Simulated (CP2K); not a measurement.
Two runs for the C K edge of 3-vinylpyrrole. Run A: CP2K XAS_TDP, all-electron GAPW, PBEh(45%), aug-cc-pVDZ, TDA, no relativity. Run B differs in one setting.

First lines with a strength over 0.0015. A:

```
                     atom  energy (eV)  states  strength, one atom
 C1 (bonded to C and 2 H)       280.82       1              0.0469
                                283.84       1              0.0054
                                284.28       1              0.0132
                                285.05       1              0.0030
                                285.32       1              0.0070
 C2 (bonded to 2 C and H)       281.20       1              0.0494
                                284.28       1              0.0118
                                286.07       1              0.0025
                                286.42       1              0.0078
                                286.84       1              0.0061
       C3 (bonded to 3 C)       282.12       1              0.0338
                                283.98       1              0.0057
                                284.94       1              0.0181
                                285.89       1              0.0026
                                286.25       1              0.0015
 C4 (bonded to 2 C and H)       281.90       1              0.0466
                                283.92       1              0.0059
                                284.38       1              0.0037
                                285.08       1              0.0015
                                285.69       1              0.0086
C5 (bonded to C, N and H)       282.66       1              0.0529
                                284.54       1              0.0101
                                285.45       1              0.0029
                                286.26       1              0.0039
                                286.52       1              0.0020
C7 (bonded to C, N and H)       282.33       1              0.0505
                                284.56       1              0.0099
                                285.41       1              0.0039
                                286.24       1              0.0035
                                287.29       1              0.0053
```

B:

```
                     atom  energy (eV)  states  strength, one atom
 C1 (bonded to C and 2 H)       286.70       1              0.0460
                                289.72       1              0.0053
                                290.16       1              0.0130
                                290.94       1              0.0029
                                291.20       1              0.0068
 C2 (bonded to 2 C and H)       287.13       1              0.0484
                                290.20       1              0.0116
                                292.00       1              0.0025
                                292.35       1              0.0077
                                292.76       1              0.0059
       C3 (bonded to 3 C)       287.61       1              0.0331
                                289.46       1              0.0056
                                290.43       1              0.0178
                                291.38       1              0.0025
                                292.45       1              0.0027
 C4 (bonded to 2 C and H)       287.78       1              0.0456
                                289.80       1              0.0058
                                290.26       1              0.0037
                                291.56       1              0.0084
                                291.89       1              0.0018
C5 (bonded to C, N and H)       288.37       1              0.0519
                                290.26       1              0.0099
                                291.16       1              0.0029
                                291.98       1              0.0038
                                292.23       1              0.0020
C7 (bonded to C, N and H)       287.88       1              0.0496
                                290.12       1              0.0097
                                290.97       1              0.0039
                                291.79       1              0.0035
                                292.84       1              0.0052
```

Question: Which was it: scalar relativity switched on, the functional, the basis, GW2X switched on?

GW2X switched on. GW2X shifts an atom's lines together and keeps their spacings. Against PBEh(45%) in aug-cc-pVDZ, the leading lines move by +5.88 eV (C1, to 286.70), +5.93 eV (C2, to 287.13), +5.49 eV (C3, to 287.61), +5.88 eV (C4, to 287.78), +5.71 eV (C5, to 288.37) and +5.55 eV (C7, to 287.88).

[Banner, clock and machine lines of the logs are left out without a mark of their own.]

[Logs are printed without paths, hosts, clocks, repeated set-up lines and the standing remarks that a program may print on its own settings, such as how far it seeks lower states.]

[Hosts, paths, dates, database ids (printed as entryN), source tags and the programs' standing remarks are cut or masked in the printed files.]
